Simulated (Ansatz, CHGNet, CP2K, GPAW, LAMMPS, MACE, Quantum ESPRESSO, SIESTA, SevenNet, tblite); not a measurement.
**Glassy 55SiO2-25B2O3-10CaO-10K2O (mol %) (68 atoms): forces by two methods**

68 atoms (11 Si, 10 B, 2 Ca, 4 K, 41 O) placed at random at 2.27 g/cm³, melted at 3000 K for 20 ps at fixed volume with the Buckingham and Coulomb pair potential of Guillot and Sator (Geochim. Cosmochim. Acta 71, 1249 (2007)) with the boron terms of Wang et al. (J. Non-Cryst. Solids 498, 294 (2018)). Quenched from 3000 K to 300 K at 20 K/ps and fixed volume, held 10 ps at zero pressure, then minimised at fixed cell.

Two calculations on one geometry. First: Kohn-Sham DFT, PBE, SSSP efficiency 1.3.0 pseudopotentials, plane waves; sssp-1.3.0-efficiency; 60/480 Ry; levels smeared at 580 K (Quantum ESPRESSO 7.5; sssp-pbe-1.3.0-efficiency, cutoffs 60/480 Ry, Γ point). Second: Kohn-Sham DFT, PBE, PseudoDojo 0.4.1 norm-conserving pseudopotentials (converted to PSML), numerical atomic orbitals (DZP), diagonalisation; shift 0.01 Ry; mesh 500 Ry; levels smeared at 580 K (SIESTA 5.4.2; Γ point).

Cell vectors (Å):

```
9.642 0.000 0.000
0.000 9.642 0.000
0.000 0.000 9.642
```

Atom, position (Å) and force of the first calculation (eV/Å):

```
1 Si 5.224 4.626 4.673 0.161 -0.737 0.696
2 Si 7.032 7.914 6.410 1.599 -0.360 -1.353
3 Si 1.404 1.451 7.467 -2.976 -1.066 -0.250
4 Si 0.803 5.908 6.431 -0.749 0.131 -0.409
5 Si 7.255 4.352 8.878 0.795 1.025 -1.220
6 Si 2.187 1.985 4.519 -0.608 2.255 0.088
7 Si 6.912 2.279 1.709 0.519 -0.943 1.675
8 Si 8.779 1.623 4.188 -1.472 -0.347 1.569
9 Si 7.558 8.932 1.624 1.438 -0.987 0.847
10 Si 5.113 5.951 7.635 0.485 -0.620 -1.156
11 Si 0.504 6.447 2.667 -1.773 0.160 -0.516
12 B 1.800 1.392 0.594 -2.325 1.445 1.482
13 B 2.404 5.002 4.189 -1.368 -0.320 2.457
14 B 6.611 9.363 4.145 0.623 2.120 -0.589
15 B 9.499 8.453 7.510 -0.441 -1.630 1.480
16 B 0.838 9.064 2.031 -2.206 0.267 -1.083
17 B 8.709 6.870 0.058 0.715 2.606 -1.338
18 B 4.923 1.998 3.570 2.111 -1.845 1.377
19 B 8.934 3.383 6.663 1.082 0.167 -1.289
20 B 7.717 5.934 4.376 0.143 1.526 0.949
21 B 2.584 5.714 8.678 -0.360 -1.684 0.704
22 Ca 0.431 4.232 0.003 0.800 -0.057 -0.122
23 Ca 3.221 3.706 2.059 -0.691 -0.270 -0.726
24 K 4.470 9.223 9.273 -0.176 0.039 -0.100
25 K 4.403 7.110 1.825 0.214 -0.546 0.510
26 K 3.171 8.435 5.071 -0.325 -0.220 0.146
27 K 5.827 1.495 7.091 0.842 0.511 -1.030
28 O 0.361 7.467 6.533 0.948 -0.522 -1.065
29 O 5.722 0.821 3.788 -1.408 0.229 0.060
30 O 7.336 3.345 0.528 -0.154 -0.200 0.263
31 O 7.780 3.564 7.558 -1.172 -0.547 0.799
32 O 8.627 2.541 5.522 -0.604 0.084 -0.088
33 O 1.986 5.834 5.298 0.684 0.781 -0.292
34 O 0.758 1.367 4.011 0.798 -0.543 -0.528
35 O 1.663 5.365 2.981 0.613 -0.192 -1.029
36 O 2.224 1.518 8.909 1.663 -0.376 -0.217
37 O 6.021 7.287 7.536 -1.191 0.481 0.999
38 O 2.327 1.538 6.104 1.473 -0.662 0.191
39 O 9.391 4.693 6.195 0.009 0.442 0.022
40 O 5.144 3.005 4.609 0.289 0.656 1.108
41 O 5.730 4.876 8.688 -0.777 -0.355 0.589
42 O 3.482 1.679 3.545 -1.097 -0.880 -0.429
43 O 1.469 5.504 7.885 1.083 -0.351 1.825
44 O 2.138 3.604 4.494 -0.095 -0.213 -0.513
45 O 3.862 5.139 3.906 0.495 1.216 -1.551
46 O 7.590 7.632 0.648 -1.934 0.569 0.463
47 O 3.647 6.431 8.143 0.496 1.146 -0.016
48 O 9.611 6.384 1.128 0.974 -1.417 0.523
49 O 5.084 5.203 6.193 -0.292 -0.141 0.282
50 O 9.453 7.763 8.817 0.433 -0.318 0.834
51 O 2.717 5.068 0.245 -0.198 0.689 -0.787
52 O 1.195 7.943 2.777 1.408 0.927 0.241
53 O 1.366 2.522 1.258 1.175 -0.688 -0.912
54 O 8.124 8.824 7.149 -1.267 0.480 -0.374
55 O 8.209 5.664 9.024 -0.153 -1.412 0.168
56 O 7.952 0.242 4.435 0.910 0.179 0.269
57 O 0.694 0.000 7.525 0.833 0.689 -0.203
58 O 0.377 2.726 7.466 0.719 -0.045 1.323
59 O 6.093 8.686 5.324 -1.277 0.203 0.784
60 O 7.568 6.639 5.568 0.345 -0.888 -0.938
61 O 6.894 0.723 1.119 -0.724 0.217 -1.372
62 O 1.737 0.154 1.246 0.945 -0.901 0.079
63 O 8.041 2.314 2.890 0.102 0.990 -0.995
64 O 6.618 5.155 3.995 0.236 0.075 -0.682
65 O 6.751 8.477 2.976 -0.777 -0.869 -0.733
66 O 8.845 6.154 3.598 -0.698 -0.429 0.520
67 O 9.117 9.318 1.908 1.705 0.387 0.077
68 O 5.384 2.600 2.270 -0.576 0.889 -1.493
```

**Question.** What forces does the second calculation give?

Atom and force (eV/Å):

```
1 0.269 -0.769 0.660
2 1.715 -0.215 -1.442
3 -3.013 -1.025 -0.298
4 -0.881 0.274 -0.553
5 0.651 1.194 -1.490
6 -0.611 2.242 0.127
7 0.501 -1.082 1.909
8 -1.463 -0.462 1.656
9 1.389 -1.180 0.850
10 0.296 -0.509 -1.191
11 -1.779 0.322 -0.534
12 -2.390 1.485 1.656
13 -1.385 -0.242 2.781
14 0.668 2.224 -0.615
15 -0.408 -1.849 1.627
16 -2.140 0.371 -1.136
17 0.831 2.815 -1.429
18 2.182 -2.019 1.570
19 1.108 0.130 -1.435
20 0.113 1.499 1.038
21 -0.360 -1.741 0.840
22 0.464 -0.319 -0.279
23 -0.198 -0.539 -0.601
24 -0.230 0.060 -0.103
25 0.204 -0.577 0.546
26 -0.359 -0.221 0.152
27 0.902 0.577 -1.110
28 0.917 -0.261 -1.141
29 -1.440 0.256 -0.007
30 -0.092 -0.181 0.279
31 -1.086 -0.582 0.785
32 -0.661 0.249 0.076
33 0.886 0.787 -0.485
34 0.926 -0.777 -0.744
35 0.705 -0.325 -1.140
36 1.939 -0.251 -0.314
37 -1.184 0.655 1.315
38 1.760 -0.745 0.255
39 -0.225 0.233 -0.005
40 0.215 0.427 1.021
41 -1.032 -0.615 0.921
42 -0.959 -1.073 -0.611
43 1.146 -0.300 1.754
44 -0.135 0.076 -0.479
45 0.314 1.448 -1.680
46 -2.094 0.435 0.389
47 0.593 1.453 -0.126
48 0.985 -1.291 0.508
49 -0.310 -0.206 0.317
50 0.436 -0.347 0.839
51 -0.029 0.823 -0.745
52 1.668 0.972 0.455
53 1.015 -0.948 -0.688
54 -1.236 0.742 -0.277
55 -0.229 -1.259 -0.004
56 0.828 -0.103 0.364
57 0.774 0.484 -0.177
58 0.585 0.187 1.377
59 -1.510 0.193 0.753
60 0.454 -1.077 -0.913
61 -0.885 0.240 -1.640
62 1.090 -0.980 0.086
63 0.184 1.223 -1.117
64 0.268 -0.034 -0.941
65 -0.877 -1.063 -0.542
66 -0.813 -0.514 0.577
67 1.844 0.573 0.131
68 -0.818 1.030 -1.628
```

The two sets differ by 146 meV/Å r.m.s., 15 % of the r.m.s. force of the Quantum ESPRESSO run. The network of bonds at the start is that of the classical potential that made the cell, and needn't be the one that DFT or experiment would give. The electronic-structure runs sample only Γ, in a cell whose shortest periodic width is 10 Å.

[Logs are printed without paths, hosts, clocks, repeated set-up lines and the standing remarks that a program may print on its own settings, such as how far it seeks lower states.]

[Hosts, paths, dates, database ids (printed as entryN), source tags and the programs' standing remarks are cut or masked in the printed files.]
